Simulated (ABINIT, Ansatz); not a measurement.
Planning a run of ABINIT 10.8.3 on TePb (Fm-3m). The input:

```
acell 3*1.0 Angstrom
rprim 
  -0.000000000000 3.231000000000 3.231000000000
  3.231000000000 0.000000000000 3.231000000000
  3.231000000000 3.231000000000 0.000000000000
ntypat 2
znucl 52 82
natom 2
typat 1 2
xred 
  0.500000000000 0.500000000000 0.500000000000
  0.000000000000 -0.000000000000 -0.000000000000
pp_dirpath "pseudos"
pseudos "Te.upf, Pb.upf"
ecut 34
ngkpt 4 4 4
nshiftk 1
shiftk 0 0 0
kptopt 1
chksymbreak 0
istwfk *1
occopt 1
irdwfk 1
optdriver 4
nband 124
gwcalctyp 0
ecutsigx 34
symsigma 1
nkptgw 2
kptgw 
  0.5000000000 0.0000000000 0.0000000000
  0.0000000000 0.0000000000 0.0000000000
bdgw 
  13 18
  13 18
ecuteps 6.5
irdscr 1
ppmodel 1
indata_prefix "in"
outdata_prefix "out"
tmpdata_prefix "tmp"
```

```sh
OMP_NUM_THREADS=1 mpirun -n 4 abinit run.abi > log
```

Question: Estimate wall time and host memory on 4 MPI ranks of Arm Neoverse V1, shared host.

It took 26 s; on shared hardware allow 13 s to 53 s. Peak host memory was 1.5 GiB.

[Paths, hosts, dates, memory and timing lines, banners, echoed tables and standing remarks are left out of the program output.]

[Logs are printed without paths, hosts, clocks, repeated set-up lines and the standing remarks that a program may print on its own settings, such as how far it seeks lower states.]

[Runs of the session that timed out or met a known fault of the program may be left out.]

[No measured gap is set beside runs whose start may be inverted or whose files or cutoffs have a known fault.]

[Hosts, paths, dates, database ids (printed as entryN), source tags and the programs' standing remarks are cut or masked in the printed files.]

[G0W0 gaps are taken among the corrected bands and points alone; a level outside them can change the order at an edge.]

[Where Ansatz stands beside ABINIT at settings called matched, ABINIT's density can come from a denser mesh and the files from another edition; pairs whose starting gaps differed by over 0.03 eV were left out, so agreement reads better than it is.]
